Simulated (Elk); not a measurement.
# Cr (Chromium): which magnetic order is lowest

Wanted: the moments of Cr (Chromium) and the energy of each order that was tried.

Program: Elk 11.2.3 (patched build). Level of theory: PBE; all-electron APW+lo, Dirac cores, scalar-relativistic bands. Results are calculated unless marked as measured.

## 1. Set-up

The structure is cubic, space group Im-3m (No. 229). The conventional cell has a = 2.884 Å, b = 2.884 Å, c = 2.884 Å, α = 90.00°, β = 90.00°, γ = 90.00°. Cr has 8 Cr at 2.50 Å nearest.

## 2. Order 1, typed as ferro +

Parallel moments need no larger cell; this start tests for a ferromagnetic state only.

Moments are seeded by fields in the spheres (the last three columns under atoms), set against the wanted direction and reduced each loop.

elk.in

```
tasks
  0

xctype
  20

rgkmax
  7.0

nempty
  12

swidth
  0.001837

reducebf
  0.5

epsengy
  1e-05

maxscl
  100

lmaxi
  3

spinpol
  .true.

sppath
  './'

avec
  -2.72489058540 2.72489058540 2.72489058540
  2.72489058540 -2.72489058540 2.72489058540
  2.72489058540 2.72489058540 -2.72489058540

atoms
  1
  'Cr.in'
  1
  0.0000000000 0.0000000000 0.0000000000   0.000000 0.000000 -0.125000

ngridk
  16 16 16
```

On the command line:

```
$ OMP_NUM_THREADS=2 elk
```

Numbers of over 12 decimals in the logs are rounded to 6 here.

Output:

```text
Info(gndstate): no moment of its own; a second start begins; STATE.OUT holds the state before
Info(gndstate): the second start gave no lower state; one of another order, or behind a
 stronger field, isn't excluded

--- INFO.OUT ---
┌─────────────────────────┐
│ Elk code version 11.2.3 │
└─────────────────────────┘

All units are atomic (Hartree, Bohr, etc.)

┌─────────────────────────────────────────────────┐
│ Ground-state run starting from atomic densities │
└─────────────────────────────────────────────────┘

Lattice vectors :
  -2.724890585       2.724890585       2.724890585
   2.724890585      -2.724890585       2.724890585
   2.724890585       2.724890585      -2.724890585

Reciprocal lattice vectors :
 -0.1214807325E-16   1.152924330       1.152924330
   1.152924330     -0.1214807325E-16   1.152924330
   1.152924330       1.152924330     -0.1214807325E-16

Unit cell volume      :    80.92956323
Brillouin zone volume :    3.065013619

Muffin-tin inner radius fraction :   0.1000000000E-01

Nuclei treated as point charges

Species : 1 (Cr)
 parameters loaded from : Cr.in
 name : chromium
 nuclear charge    :   -24.00000000
 electronic charge :    24.00000000
 atomic mass :    94783.09202
 muffin-tin radius :    2.334824469
 number of radial points in muffin-tin :    993
 inner part over the whole radius :   0.9938561239E-02
 number on inner part of muffin-tin    :    699
 approximate nuclear radius :   0.6987106690E-04
 number of mesh points to nuclear radius :    329
 atomic positions (lattice), magnetic fields (Cartesian) :
  1 :   0.00000000  0.00000000  0.00000000    0.00000000  0.00000000 -0.12500000

Total number of atoms per unit cell :    1
Total muffin-tin volume :    53.31523377
 ratio of muffin-tin to unit cell volume :   0.6587856359

Spin treatment :
 spin-polarised
 global magnetic field (Cartesian) :    0.000000000       0.000000000       0.000000000
 collinear magnetisation in z-direction

Number of Bravais lattice symmetries :   48
Number of crystal symmetries         :   48
Crystal has inversion symmetry
Real symmetric eigensolver will be used

k-point grid :     16    16    16
k-point offset :    0.000000000       0.000000000       0.000000000
k-point set is reduced with full crystal symmetry group
Total number of k-points :      145

Muffin-tin radius times maximum |G+k| :    7.000000000
 using average radius
Maximum |G+k| for APW functions       :    2.998084049
Maximum (1/2)|G+k|²                   :    4.494253983
Maximum |G| for potential and density :    12.00000000
Constant for pseudocharge density :    7
 order of it for each species :   14
 order of it for pair densities of each species (exact exchange by exxq0 0: 14) :   10
Radial integration step length :    1

G-vector grid sizes :     20    20    20
Number of G-vectors :     2347

Maximum angular momentum used for
 APW functions            :    8
 outer part of muffin-tin :    6
 inner part of muffin-tin :    3

Total nuclear charge    :   -24.00000000
Total core charge       :    10.00000000
Total valence charge    :    14.00000000
Total excess charge     :    0.000000000
Total electronic charge :    24.00000000

Effective Wigner radius, rₛ :   0.9302559329

Number of empty states         :     12
Total number of valence states :     40
Total number of core states    :     10

Third-order local-orbitals added for an l without core states : T
Total number of local-orbitals :     23

Exchange-correlation functional :     20     0     0
 Perdew-Burke-Ernzerhof, Phys. Rev. Lett. 77, 3865 (1996)
 gradient requirement :    1
 generalised gradient approximation (GGA)

Smearing type :    3
 Fermi-Dirac
Smearing width :   0.1837000000E-02
Effective electronic temperature (K) :    580.0787206

Mixing type :    3
 Broyden mixing, J. Phys. A: Math. Gen. 17, L317 (1984)

Kohn-Sham potential initialised from atomic data

┌──────────────────────────────┐
│ Self-consistent loop started │
└──────────────────────────────┘

┌─────────────────┐
│ Loop number : 1 │
└─────────────────┘

Energies :
 Fermi                       :     0.326083
 sum of occupied eigenvalues :     -610.40908996689
 electron kinetic            :      1057.5302292185
 core electron kinetic       :      962.99378509081
 Coulomb                     :     -2060.1914361850
 Coulomb potential           :     -1612.7189710593
 nuclear-nuclear             :     -192.31950798766
 electron-nuclear            :     -2130.7830497508
 Hartree                     :      262.91112155346
 Madelung                    :     -1253.8319506554
 xc potential                :     -55.193743273691
 xc effective B-field        :    -0.77989294124336E-02
 external B-field            :      0.000000
 exchange                    :     -47.198980689281
 correlation                 :     -1.098057
 electron entropic           :    -0.33144385984783E-03
 total energy                :     -1050.9585760913
 (external B-field energy excluded from total)

Density of states at Fermi energy :    30.18650413
 (states/Hartree/unit cell)

Estimated indirect band gap :   0.1927811738E-03
 from k-point 87 to k-point 111
Estimated direct band gap   :   0.3116029831E-02
 at k-point 49

Charges :
 core                        :    10.00000000
 valence                     :    14.00000000
 interstitial                :    1.469960935
 muffin-tins (core leakage)
  species : 1 (Cr)
   atom 1                    :    22.53003907     ( -0.2218852444E-06)
 total in muffin-tins        :    22.53003907
 total calculated charge     :    24.00016151
 total charge                :    24.00000000
 error                       :   0.1615059905E-03

Moments :
 interstitial                :  -0.2618862624E-01
 muffin-tins
  species : 1 (Cr)
   atom 1                    :   0.5919281062
 total in muffin-tins        :   0.5919281062
 total moment                :   0.5657394799

┌─────────────────┐
│ Loop number : 2 │
└─────────────────┘

Energies :
 Fermi                       :     0.325185
 sum of occupied eigenvalues :     -610.47249032514
 electron kinetic            :      1057.3074701793
 core electron kinetic       :      962.85105963009
 Coulomb                     :     -2060.3290251077
 Coulomb potential           :     -1612.6749941452
 nuclear-nuclear             :     -192.31950798766
 electron-nuclear            :     -2131.1050579095
 Hartree                     :      263.09554078945
 Madelung                    :     -1253.9915280351
 xc potential                :     -55.088415889824
 xc effective B-field        :    -0.78197514999813E-02
 external B-field            :      0.000000
 exchange                    :     -47.211134267063
 correlation                 :     -1.097969
 electron entropic           :    -0.33483346202330E-03
 total energy                :     -1051.3309933409
 (external B-field energy excluded from total)

Density of states at Fermi energy :    30.54000333
 (states/Hartree/unit cell)

Estimated indirect band gap :   0.3579998829E-03
 from k-point 87 to k-point 111
Estimated direct band gap   :   0.3165229731E-02
 at k-point 49

Charges :
 core                        :    10.00000000
 valence                     :    14.00000000
 interstitial                :    1.463463343
 muffin-tins (core leakage)
  species : 1 (Cr)
   atom 1                    :    22.53653666     ( -0.2218855712E-06)
 total in muffin-tins        :    22.53653666
 total calculated charge     :    24.00016097
 total charge                :    24.00000000
 error                       :   0.1609689327E-03

Moments :
 interstitial                :  -0.2640794759E-01
 muffin-tins
  species : 1 (Cr)
   atom 1                    :   0.5924312093
 total in muffin-tins        :   0.5924312093
 total moment                :   0.5660232617

RMS change in Kohn-Sham potential (target) :    7.215161929     (  0.1000000000E-05)
Absolute change in total energy (target)   :   0.3724172496     (  0.1000000000E-04)

[... loops 3 to 34 left out ...]

┌──────────────────┐
│ Loop number : 35 │
└──────────────────┘

Energies :
 Fermi                       :     0.373004
 sum of occupied eigenvalues :     -610.55041588945
 electron kinetic            :      1062.8947429776
 core electron kinetic       :      962.74518716304
 Coulomb                     :     -2065.0002610738
 Coulomb potential           :     -1610.1809371849
 nuclear-nuclear             :     -192.31950798766
 electron-nuclear            :     -2143.0856487974
 Hartree                     :      270.40489571121
 Madelung                    :     -1259.9097924814
 xc potential                :     -63.264221682194
 xc effective B-field        :    -0.36107416184095E-12
 external B-field            :      0.000000
 exchange                    :     -47.686366228230
 correlation                 :     -1.094686
 electron entropic           :    -0.19703107256291E-03
 total energy                :     -1050.8867672350
 (external B-field energy excluded from total)

Density of states at Fermi energy :    18.28625978
 (states/Hartree/unit cell)

Estimated indirect band gap :   0.6465400197E-03
 from k-point 83 to k-point 89
Estimated direct band gap   :   0.9838204919E-03
 at k-point 83

Charges :
 core                        :    10.00000000
 valence                     :    14.00000000
 interstitial                :    1.186763803
 muffin-tins (core leakage)
  species : 1 (Cr)
   atom 1                    :    22.81323620     ( -0.2218892483E-06)
 total in muffin-tins        :    22.81323620
 total calculated charge     :    24.00011022
 total charge                :    24.00000000
 error                       :   0.1102226677E-03

Moments :
 interstitial                :   0.1428564318E-05
 muffin-tins
  species : 1 (Cr)
   atom 1                    :   0.1084487674E-05
 total in muffin-tins        :   0.1084487674E-05
 total moment                :   0.2513051993E-05

RMS change in Kohn-Sham potential (target) :   0.9324687728E-07 (  0.1000000000E-05)
Absolute change in total energy (target)   :   0.6633729072E-05 (  0.1000000000E-04)

Convergence targets achieved

┌──────────────────┐
│ Loop number : 36 │
└──────────────────┘

Energies :
 Fermi                       :     0.373004
 sum of occupied eigenvalues :     -610.55041589413
 electron kinetic            :      1062.8947429966
 core electron kinetic       :      962.74518718442
 Coulomb                     :     -2065.0002610803
 Coulomb potential           :     -1610.1809371849
 nuclear-nuclear             :     -192.31950798766
 electron-nuclear            :     -2143.0856488105
 Hartree                     :      270.40489571785
 Madelung                    :     -1259.9097924878
 xc potential                :     -63.264221705796
 xc effective B-field        :    -0.35615306556168E-12
 external B-field            :      0.000000
 exchange                    :     -47.686366228674
 correlation                 :     -1.094686
 electron entropic           :    -0.19703107262169E-03
 total energy                :     -1050.8867672230
 (external B-field energy excluded from total)

Density of states at Fermi energy :    18.28625978
 (states/Hartree/unit cell)

Estimated indirect band gap :   0.6465416729E-03
 from k-point 83 to k-point 89
Estimated direct band gap   :   0.9838222280E-03
 at k-point 83

Charges :
 core                        :    10.00000000
 valence                     :    14.00000000
 interstitial                :    1.186763803
 muffin-tins (core leakage)
  species : 1 (Cr)
   atom 1                    :    22.81323620     ( -0.2218887953E-06)
 total in muffin-tins        :    22.81323620
 total calculated charge     :    24.00011022
 total charge                :    24.00000000
 error                       :   0.1102226672E-03

Moments :
 interstitial                :   0.1418515665E-05
 muffin-tins
  species : 1 (Cr)
   atom 1                    :   0.1074889408E-05
 total in muffin-tins        :   0.1074889408E-05
 total moment                :   0.2493405073E-05

┌──────────────────────────────┐
│ Self-consistent loop stopped │
└──────────────────────────────┘

Wrote STATE.OUT
```

Elapsed: 3.7 min, on 2 threads of Intel Xeon Platinum 8488C (Sapphire Rapids), shared host; peak memory 0.09 GiB.

The moments died away, and this build then starts once more from a stronger push, within the same count of loops. That gave no lower state.

This step gave:

```
final state : non-magnetic
```

After 36 cycles the seed has died away: no moment is left.

[end of part 1 of 2]

[Logs and program files are shortened in this print: banners, set-up blocks, solver, clock and traceback lines can be left out without a mark of their own.]

[Logs are printed without paths, hosts, clocks, repeated set-up lines and the standing remarks that a program may print on its own settings, such as how far it seeks lower states.]

[Hosts, paths, dates, database ids (printed as entryN), source tags and the programs' standing remarks are cut or masked in the printed files.]

[Where a cell is said to come from a database of computed structures, the database is the Materials Project.]
